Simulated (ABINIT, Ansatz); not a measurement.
Records of electronic-structure calculations.

```xyz
9
Lattice="4.784 0.000 0.000 -2.392 4.143 0.000 0.000 0.000 5.281" Properties=species:S:1:pos:R:3 pbc="T T T" subject="How the form of the self-energy moves the gap of PNO (P3_2)" method="RPA screening on LDA, plane waves, norm-conserving pseudopotentials (and 4 further levels or steps)" program="ABINIT 10.8.3" settings="cutoff 36 Ha, PseudoDojo scalar-relativistic 0.4.1 standard, norm-conserving, ngkpt (3, 3, 2), nband 93, ecuteps 4.2 Ha, gwcalctyp 2, nfreqre 16, nfreqim 8, inclvkb 2, freqremax 40 eV, spmeth 1, nomegasf 120, shiftk (0, 0, 0), frequency cd, 3×3×2 k-mesh" cost="9 runs, 5.3 min in all on 4 MPI ranks of Intel Xeon Platinum 8559C (Emerald Rapids), shared host" notes="The program’s warnings: Min real frequency set to default [Ha] = and nkpt*nsppol () is not a multiple of nproc spkpt (). The cell and positions are those that the Materials Project relaxed with its own functionals (PBE, PBE+U or r2SCAN), kept fixed. Static COHSEX lies above G0W0: it lacks the factor Z and overstates the Coulomb hole of the filled states. The 3×3×2 mesh is coarse for this cell, which bears on the long-range parts of exchange and screening." g0w0_godby_needs_plasmon_pole="7.461 eV" g0w0_hybertsen_louie_plasmon_pole="7.640 eV" g0w0_engel_farid_plasmon_pole="7.529 eV" one_shot_cohsex="8.751 eV" one_shot_hartree_fock="15.117 eV" g0w0_contour_deformation="7.476 eV" known_limits="short of the basis limit; coarse k mesh"
P     3.611    1.914    1.733
P     1.321    2.171    5.254
P     2.243    0.058    3.494
N     1.234    1.080    4.131
N     2.710    2.534    0.610
N     3.232    0.529    2.370
O    -1.022    2.984    2.938
O     0.319    1.766    1.178
O     0.703    3.536    4.699
```

[Long decimals in the printed logs are rounded to 6 places.]

[Logs are printed without paths, hosts, clocks, repeated set-up lines and the standing remarks that a program may print on its own settings, such as how far it seeks lower states.]

[Paths, hosts, dates, memory and timing lines, banners, echoed tables and standing remarks are left out of the program output; an Ansatz launch command may be rebuilt from the run's recorded settings. Measured values are a selection of at most five: reports struck by readers or far from the other reports are left out. None is set beside runs whose start may be inverted or whose files or cutoffs have a known fault.]

[Runs of the session that timed out or met a known fault of the program may be left out.]

[Hosts, paths, dates, database ids (printed as entryN), source tags and the programs' standing remarks are cut or masked in the printed files.]

[G0W0 gaps are taken among the corrected bands and points alone; a level outside them can change the order at an edge.]

[Where Ansatz stands beside ABINIT at settings called matched, ABINIT's density can come from a denser mesh and the files from another edition; pairs whose starting gaps differed by over 0.03 eV were left out, so agreement reads better than it is.]
